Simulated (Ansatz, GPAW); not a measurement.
# Work function of a 2-layer slab of V(111) at several levels, part 2 of 2

Wanted: work functions and dipole of a 2-layer slab of V(111), with the cost of each level.

GPAW 26.7.0 and Ansatz 0.2.0; GPAW, PAW setups; slab in vacuum (the session's first sound run).

So far, upper work function (eV): step 2 (relaxation, PBE, GPAW) 3.90; step 5 (OptPBE vdW: xc = "optPBE-vdW", GPAW, PAW setups, GPAW) 4.04; step 6 (self-consistent run: xc = "revPBE") 3.78; step 7 (real-space grid: mode = "fd", PBE, GPAW) 3.90; step 8 (atomic orbitals: mode = "lcao", PBE, GPAW) 3.87.

### Step 10. A second plane-wave code

A second program with its own datasets checks the number independently.

This step: Ansatz plane waves; slab in vacuum with a dipole correction (Ansatz 0.2.0).

input.yaml reads:

```yaml
crystal:
  lattice:
    - [4.2709249584, 0.0, 0.0]
    - [2.1354624792, 3.6987295116, 0.0]
    - [0.0, 0.0, 16.8717989065]
  atoms:
    - { symbol: V, position: [0.6666654617, 0.6666667547, 0.4741640203] }
    - { symbol: V, position: [0.0, 0.0, 0.517003541] }
kpoints:
  mp_grid: { grid: [9, 9, 1] }
hamiltonian:
  xc: pbe
scf:
  occupations: { method: fermi_dirac, width: 0.1 }
efield:
  axis: 3
  dipole_correction: true
  ramp_width: 0.05
output:
  forces: true
  write_potential: true
  write_density: true
  volumetric_format: npy
  elf: true
```

Launch:

```console
$ ansatz run input.yaml --threads 4 --pin off --max-ram 8192MiB --backend cpu --events-out ev --progress --plain --runs-dir out
```

Numbers of over 12 decimals in the logs are rounded to 6 here.

What it wrote:

```text
Warning: the atoms were moved onto the symmetric positions of the space group found under crystal.symmetry.tolerance 1.0e-5 (fractional; no operation is sought that the atoms, as they stand in a round, miss by more than twice it, and no atom is moved by as much as it), and the run uses the moved positions. Before a round's move an operation carried an atom to 4.96e-6 Å from where it should land, the largest such dist [...]
Engine: ansatz 0.2.0, aarch64-unknown-linux-gnu
Pseudopotentials: kind: paw
Pseudopotential: V, paw, valence charge 13, recommended cutoff 420 eV (normal), V.paw.azcp
Functional definition: PBE
  parameter kappa = 0.804
  parameter beta = 0.066725
  exchange = pbe_x(kappa = kappa, mu = beta*pi^2/3)
  correlation = pbe_c(beta = beta)
Crystal: 2 atoms, lattice volume = 266.524 Å³
Basis set: ecut = 420 eV, 5151 PW (Γ), exchange–correlation on 60×60×240 points (8 copies of the dense FFT grid, shifted against one another)
Bands: 17, of which v1, the nominal top of the filled ones, is band 13 counted from 1 (12 counted from 0)
Symmetry: 6 space group operations
k-points: 12 of 81 (time reversal used)
Non-local potential: V, projectors of the file, l = 0: 3, l = 1: 2, l = 2: 3, l = 3: 1
PAW form: soft (Blöchl's): semilocal exchange-correlation on the pseudo side does not see the compensation charge
PAW one-centre angular grid: V, 590 points (default); XC on 64 Gauss nodes
Initial density: superposition of atomic densities (neutral atoms: chi_scale 0, normalization atom), corrected by the library's trained network
Initial wavefunctions: pseudopotential atomic-orbital guess
Functional: x = pbe(κ = 0.804, μ = 0.219515), c = pbe(β = 0.066725)
SCF iter   1: F=—  HF=-5817.854297 eV  |F-HF|=—  |Δ(HF+E_count)|=         —  Δρ=3.08e-3  dr2=9.53e-3  ethr=1.77e-3  p=0.000 e·Å  D=7.68e-8 V/Å  ΔV_dip=-0.00 eV  dr2_dipole=6.07e-9  V_vac-E_F(+/−)=3.86/3.86 eV  ⟨swp⟩=5.5  Hψ=937  notcnv=0
efield: sawtooth ramp at fractional position 0.9706 (placed from the atoms, in the widest stretch of the axis that holds none; the zero of the levels goes with the place), width 0.0500; the density the first Hamiltonian is built on has a dipole p = 0.000 e·Å; the dipole correction subtracts the counter field D = 7.68e-8 V/Å, which shifts the + side's vacuum level by -0.00 eV against the − side's; the planar-averaged density in the ramp window peaks in size at 2.8e-6 e/Å³
preconditioner: auto → LDOS  [metal: Δε(μ)=0.065 eV  Ē_g=1.426 eV  σ=0.100 eV  W_gap=0.16  n_scr=26 (ndim 8)  ℏωp=7.2 eV  f_vac=0.703  D(μ)=8.91/eV (n_scr^D=66)  β→1.0]
SCF iter   2: F=—  HF=-5817.862270 eV  |F-HF|=—  |Δ(HF+E_count)|=   7.97e-3  Δρ=2.89e-3  dr2=1.23e-2  ethr=3.67e-5  p=-0.000 e·Å  D=-1.54e-5 V/Å  ΔV_dip=0.00 eV  dr2_dipole=1.28e-6  V_vac-E_F(+/−)=3.90/3.90 eV  ⟨swp⟩=2.1  Hψ=469  notcnv=0
SCF iter   3: F=—  HF=-5817.858200 eV  |F-HF|=—  |Δ(HF+E_count)|=   4.07e-3  Δρ=3.82e-4  dr2=2.65e-4  ethr=3.67e-5  p=-0.000 e·Å  D=-1.65e-5 V/Å  ΔV_dip=0.00 eV  dr2_dipole=5.95e-8  V_vac-E_F(+/−)=3.89/3.89 eV  ⟨swp⟩=2.9  Hψ=425  notcnv=0
SCF iter   4: F=—  HF=-5817.858226 eV  |F-HF|=—  |Δ(HF+E_count)|=   2.53e-5  Δρ=1.03e-4  dr2=3.36e-5  ethr=1.02e-6  p=-0.000 e·Å  D=-1.24e-5 V/Å  ΔV_dip=0.00 eV  dr2_dipole=2.83e-7  V_vac-E_F(+/−)=3.90/3.90 eV  ⟨swp⟩=2.1  Hψ=285  notcnv=0
SCF iter   5: F=—  HF=-5817.858131 eV  |F-HF|=—  |Δ(HF+E_count)|=   9.50e-5  Δρ=6.94e-5  dr2=1.23e-5  ethr=1.29e-7  p=0.000 e·Å  D=1.03e-5 V/Å  ΔV_dip=-0.00 eV  dr2_dipole=3.44e-7  V_vac-E_F(+/−)=3.90/3.90 eV  ⟨swp⟩=2.5  Hψ=367  notcnv=0
SCF iter   6: F=—  HF=-5817.858131 eV  |F-HF|=—  |Δ(HF+E_count)|=   3.16e-7  Δρ=2.89e-5  dr2=1.65e-6  ethr=4.73e-8  p=-0.000 e·Å  D=-5.36e-6 V/Å  ΔV_dip=0.00 eV  dr2_dipole=1.17e-10  V_vac-E_F(+/−)=3.90/3.90 eV  ⟨swp⟩=2.2  Hψ=264  notcnv=0
SCF iter   7: F=—  HF=-5817.858131 eV  |F-HF|=—  |Δ(HF+E_count)|=   1.75e-8  Δρ=7.75e-6  dr2=2.05e-7  ethr=6.34e-9  p=0.000 e·Å  D=3.23e-6 V/Å  ΔV_dip=-0.00 eV  dr2_dipole=1.53e-8  V_vac-E_F(+/−)=3.90/3.90 eV  ⟨swp⟩=2.7  Hψ=370  notcnv=0
SCF iter   8: F=-5817.858131 eV  HF=-5817.858131 eV  |F-HF|=7.89e-10  |Δ(HF+E_count)|=   2.53e-8  Δρ=1.63e-6  dr2=1.38e-8  ethr=3.85e-10  p=0.000 e·Å  D=7.31e-7 V/Å  ΔV_dip=-0.00 eV  dr2_dipole=6.20e-10  V_vac-E_F(+/−)=3.90/3.90 eV  ⟨swp⟩=8.1  Hψ=1279  notcnv=0
SCF 1 converged in 8 iterations: F = -5817.858131 eV  dr2 = 1.38e-8
  greatest PAW one-centre occupation: 0.999 electrons in one spin orbital (limit 2), on the V atom at site 1 (counted from 0), in its partial waves of l = 0
WARN: The output density's exchange-correlation potential varies sharply where the density is thin. Do not read a vacuum level from v_tot or v_xc, or from such a field of the output density. On a cell that repeats whose density bears no net charge and no dipole along the vacuum's axis use v_es (v_loc + v_h of the components); under efield.dipole_correction with no amplitude use v_es + v_field, which holds any externa [...]
SCF converged after 8 iterations
Free energy (F): -5817.858131 eV
Harris-Foulkes:  -5817.858131 eV  (|F-HF|=7.89e-10)
Internal energy: -5817.566516 eV  (E = F + TS)
E sigma→0 (E₀):  -5817.712324 eV
Entropy (-TS):   -0.291615 eV (-145.807 meV/atom)
Fermi energy:    -1.661280 eV
Dipole field:    D = -0.000028 V/Å  (p = -0.000042 e·Å, saw-weighted, corrected)
Work function:   Φ+ = 3.8993 eV   Φ− = 3.8988 eV
Levels:          The Fermi level and band energies are counted from a zero that moves with the ramp; work functions are not
--- Per-component energies (eV) ---
  E_band       = -758.348607
  E_kinetic    = 660.525914
  E_local      = -11241.310858  (includes V_loc(G=0)·N_el)
  E_nonlocal   = -80.426574
  E_hartree    = 5311.217340
  E_xc         = -251.246136
  E_vxc        = -317.594799  (∫ρ·V_xc dr)
  E_paw        = -2229.548404  (= ΣΔE_a)
  E_vpaw       = -401.986845  (= ΣTr[D̂ρ^β])
  E_aug_tail   = 0.000536  (compensation charges beyond the density's cutoff)
  E_efield     = 0.000000  (sawtooth field / dipole correction)
  E_vefield    = 0.000000  (∫n·V_field dr)
  E_ewald      = 2013.221665
  E_smearing   = -0.291615  (= −TS)
  E_closure    = -0.000000  (closes the sum)
  Σ components = -5817.858131   (vs F -5817.858131, Δ=0.00e0)
--- Forces (eV/Å), atoms counted from 1 ---
  atom   1  V      0.00000000    -0.00000000     0.01894106
  atom   2  V      0.00000000     0.00000000    -0.01886785
  max |Σ_I F_I| component: 7.32e-5 eV/Å
--- Band table (eV; the first three rows and the last of 12) ---
  k-point 0: bands = [... 9 lower, -2.0823, -2.0823, -1.8847, -1.8847, -1.6556, -1.4786, -0.5778, -0.3844]
  k-point 1: bands = [... 9 lower, -2.2198, -2.1277, -1.9390, -1.7598, -1.5025, -1.4141, -0.5575, -0.4641]
  k-point 2: bands = [... 9 lower, -2.3858, -2.1371, -2.0042, -1.5701, -1.5699, -1.1827, -0.6653, -0.5057]
  k-point 11: bands = [... 9 lower, -2.2470, -2.2470, -1.8736, -1.8736, -1.8639, -0.9370, -0.4521, -0.4521]
```

Run time: 1.9 s. Hardware: 4 threads of Arm Neoverse V1, shared host; peak memory 0.55 GiB.

The column dr2 measures how far the density is from self-consistency, as an energy; F and HF (Harris–Foulkes) agree once it is small.

Numbers from this step:

| Property | Result |
| --- | --- |
| free energy | -5817.8581 eV |
| smearing term TS | 0.2916 eV |
| symmetry operations | 6 |
| upper work function | 3.899 eV |
| lower work function | 3.899 eV |
| dipole along the normal | -4.17e-5 e·Å |
| dipole field | -2.83e-5 V/Å |
| vacuum level above | 2.238 eV |
| vacuum level below | 2.238 eV |

The electrostatic potential energy of an electron (with the applied field's), less the Fermi level, planar mean by z:

| z (Å) | electrostatic potential energy of an electron (with the applied field's), less the Fermi level, planar mean (eV) |
| --- | --- |
| 0.0 | 3.90 |
| 0.5 | 3.90 |
| 1.0 | 3.90 |
| 1.5 | 3.90 |
| 2.0 | 3.90 |
| 2.5 | 3.90 |
| 3.0 | 3.90 |
| 3.5 | 3.90 |
| 4.0 | 3.90 |
| 4.5 | 3.89 |
| 5.0 | 3.87 |
| 5.5 | 3.82 |
| 6.0 | 3.66 |
| 6.5 | 3.17 |
| 7.0 | 1.69 |
| 7.5 | -2.60 |
| 8.0 | -6.63 |
| 8.5 | -8.15 |
| 9.0 | -4.30 |
| 9.5 | 0.00858 |
| 10.0 | 2.71 |
| 10.5 | 3.50 |
| 11.0 | 3.77 |
| 11.5 | 3.86 |
| 12.0 | 3.89 |
| 12.5 | 3.89 |
| 13.0 | 3.90 |
| 13.5 | 3.90 |
| 14.0 | 3.90 |
| 14.5 | 3.90 |
| 15.0 | 3.90 |
| 15.5 | 3.90 |
| 16.0 | 3.90 |
| 16.5 | 3.90 |

Table of valence density, planar mean by z:

z (Å), valence density, planar mean (e/Å³) and a bar:
```
      4.0       0.00 
      4.5       0.00 
      5.0       0.00 
      5.5       0.00 
      6.0       0.01 
      6.5       0.02 #
      7.0       0.06 ##
      7.5       0.36 ###########
      8.0       0.98 #############################
      8.5       1.01 ##############################
      9.0       0.69 ####################
      9.5       0.12 ####
     10.0       0.03 #
     10.5       0.01 
     11.0       0.00 
     11.5       0.00 
     12.0       0.00 
     12.5       0.00 
     13.0       0.00
```

ELF in the ca plane at fractional y = 0.667, with atoms of V within 0.2 Å of it. It is the smooth field of the valence electrons, not physical close to the nuclei.

Ten even steps from '0' (0.00) to '9' (0.73), each cell a mean:
```
00000000000000001222233566531000000000000000
00000000000000000012553246542100000000000000
00000000000000000016997224442100000000000000
00000000000000000018998213432100000000000000
00000000000000000016996224542100000000000000
00000000000000000012443356542100000000000000
00000000000000001233334566531000000000000000
00000000000000012455543333311000000000000000
00000000000000012455422111110000000000000000
00000000000000012455432221110000000000000000
00000000000000012455544443321000000000000000
```
Columns run along c (16.9 Å), rows up along a (4.3 Å). Atoms in or near the plane, at fractional coordinates: V at (0.47, 0.67).

Electrostatic potential energy in the ca plane at fractional y = 0.667, with atoms of V within 0.2 Å of it. With pseudopotentials it is smooth inside the atoms' cores, unlike the true potential.

Ten even steps from '0' (-22 eV) to '9' (2 eV), each cell a mean:
```
99999999999999999987667899999999999999999999
99999999999999999873002789999999999999999999
99999999999999998740000389999999999999999999
99999999999999998730000289999999999999999999
99999999999999999750000489999999999999999999
99999999999999999874113799999999999999999999
99999999999999999988777899999999999999999999
99999999999999999999988889999999999999999999
99999999999999999999988788999999999999999999
99999999999999999999988789999999999999999999
99999999999999999999888889999999999999999999
```
Columns run along c (16.9 Å; values clipped at the 3rd and 97th percentile), rows up along a (4.3 Å). Atoms in or near the plane, at fractional coordinates: V at (0.47, 0.67).

Valence density in the ca plane at fractional y = 0.667, with atoms of V within 0.2 Å of it. It is the smooth field of the valence electrons, not physical close to the nuclei.

Ten steps, logarithmic in the rise over the least value, from '0' (0 e/Å³) to '9' (13 e/Å³), each cell a mean:
```
00000000000000000001222110000000000000000000
00000000000000000013553210000000000000000000
00000000000000000026886310000000000000000000
00000000000000000027997310000000000000000000
00000000000000000015886210000000000000000000
00000000000000000012443210000000000000000000
00000000000000000001122110000000000000000000
00000000000000000001111110000000000000000000
00000000000000000000111110000000000000000000
00000000000000000000111110000000000000000000
00000000000000000001111110000000000000000000
```
Columns run along c (16.9 Å), rows up along a (4.3 Å). Atoms in or near the plane, at fractional coordinates: V at (0.47, 0.67).

The upper face's work function is 3.899 eV, against 3.900 eV in the first plane-wave PBE run at this geometry.

### Step 11. Side by side

Results and costs are gathered.

This step: comparison of work functions, dipole and cost (GPAW 26.7.0).

Ladder, by row:

```
      step    code  work function, upper (eV)  work function, lower (eV)  dipole (e Å)  wall time (s)  peak memory (GiB)  threads
        pw    GPAW                        3.9                        3.9      -1.20e-5          26.83                0.2        1
       LDA    GPAW                      4.146                      4.146      -1.47e-5          24.47               0.19        1
optPBE-vdW    GPAW                      4.042                      4.042      -1.15e-5          42.84               0.36        1
    revPBE    GPAW                      3.781                      3.781      -8.83e-6          27.36                0.2        1
        fd    GPAW                      3.899                      3.899      -2.31e-5          80.29               0.42        1
      lcao    GPAW                      3.866                      3.867      -9.94e-6           52.4               0.26        1
    ansatz  Ansatz                      3.899                      3.899      -4.17e-5           1.87               0.55        4
```

### Step 12. A changed run

One more run, with changed settings.

This step: GPAW, PAW setups; slab in vacuum (GPAW 26.7.0).

run.py reads:

```python
import json
import numpy as np
from ase import Atoms
from gpaw import GPAW, PW

slab = Atoms(
    ['V', 'V'],
    positions=[
        [4.27092, 2.46582, 8.00000],
        [0.00000, 0.00000, 8.72278]],
    cell=[[4.27092, 0.0, 0.0], [2.13546, 3.69873, 0.0], [0.0, 0.0, 16.8718]],
    pbc=[True, True, False])

slab.calc = GPAW(mode=PW(400), xc='PBE', kpts={'size': (9, 9, 1), 'gamma': True},
                 occupations={'name': 'fermi-dirac', 'width': 0.1}, nbands='160%',
                 convergence={'density': 1e-05}, maxiter=100,
                 poissonsolver={'dipolelayer': 'xy'},
                 symmetry={'tolerance': 1e-3}, txt='slab.txt')
result = {}
energy = slab.get_potential_energy()
fermi = slab.calc.get_fermi_level()
v = slab.calc.get_electrostatic_potential().mean((0, 1)) - fermi
n = slab.calc.get_pseudo_density().mean((0, 1))
L = slab.cell[2, 2]
z = np.arange(len(v)) * L / len(v)
low, high = slab.positions[:, 2].min(), slab.positions[:, 2].max()
below, above = np.interp([low - 1.0, high + 1.0], z, v)
slopes = [np.interp(x, z, np.gradient(v, z)) for x in (low - 1.0, high + 1.0)]
eps = np.array([[slab.calc.get_eigenvalues(k, s) for k in range(len(slab.calc.get_ibz_k_points()))]
                for s in range(slab.calc.get_number_of_spins())]) - fermi
top, bottom = eps[eps < 0].max(), eps[eps > 0].min()
dipole = slab.get_dipole_moment()[2]
print(f'energy {energy:.4f} eV, Fermi level {fermi:.4f} eV, dipole {dipole:.5f} e A')
print(f'potential 1.0 A off the faces, from the Fermi level: lower {below:.4f} eV, upper {above:.4f} eV')
print(f'slope of the potential there: lower {slopes[0]:.5f}, upper {slopes[1]:.5f} eV/A')
print(f'nearest levels on the mesh: {top:.4f} and {bottom:.4f} eV')
print('magnetic moment', round(slab.get_magnetic_moment(), 3))
result.update(energy=energy, fermi=fermi, dipole=dipole, below=below, above=above, slopes=slopes, edges=[top, bottom],
              z=z.tolist(), v=v.tolist(), n=n.tolist(), positions=slab.positions.tolist(),
              forces=slab.get_forces(apply_constraint=False).tolist(), moments=slab.get_magnetic_moments().tolist())
json.dump(result, open('result.json', 'w'))
```

Launch:

```console
$ OMP_NUM_THREADS=1 OPENBLAS_NUM_THREADS=1 python run.py
```

What it wrote:

```text
energy -9.9299 eV, Fermi level -2.3754 eV, dipole -0.00001 e A
potential 1.0 A off the faces, from the Fermi level: lower 1.7231 eV, upper 1.7282 eV
slope of the potential there: lower -4.80720, upper 4.79506 eV/A
nearest levels on the mesh: -0.0067 and 0.0041 eV
magnetic moment 0.0
```

The job ended after 27 s (1 thread; peak memory 0.2 GiB).

The run finished. A setting was moved off its sound value on purpose, so it serves as a test and not as the result.

The fault put into the input: the potential probed 1 A off the face (probe = 1.0).

### Step 13. What came out

```
work function, both faces : 3.90 eV
dipole along the normal   : -1.2e-5 e Å, near the numerical noise
```

**Reading.** With plane waves and PBE the work function is 3.90 eV on the upper face and 3.90 eV on the lower. Over the sound runs of the table the upper face's work function spans 3.781 (revPBE) to 4.146 eV (LDA). The two plane-wave codes differ by 5.5e-4 eV on the upper face. The runs had no spin polarisation, so a magnetic state, which thin layers of d-metal atoms can have, wasn't tested. The slab is only 0.72 Å thick between its outer nuclei, so the values belong to this film more than to the surface of the bulk metal. The in-plane lattice was kept as typed, which isn't the functional's own and leaves some strain; spin-orbit coupling and temperature are left out.

[Logs are printed without paths, hosts, clocks, repeated set-up lines and the standing remarks that a program may print on its own settings, such as how far it seeks lower states.]

[Hosts, paths, dates, database ids (printed as entryN), source tags and the programs' standing remarks are cut or masked in the printed files.]
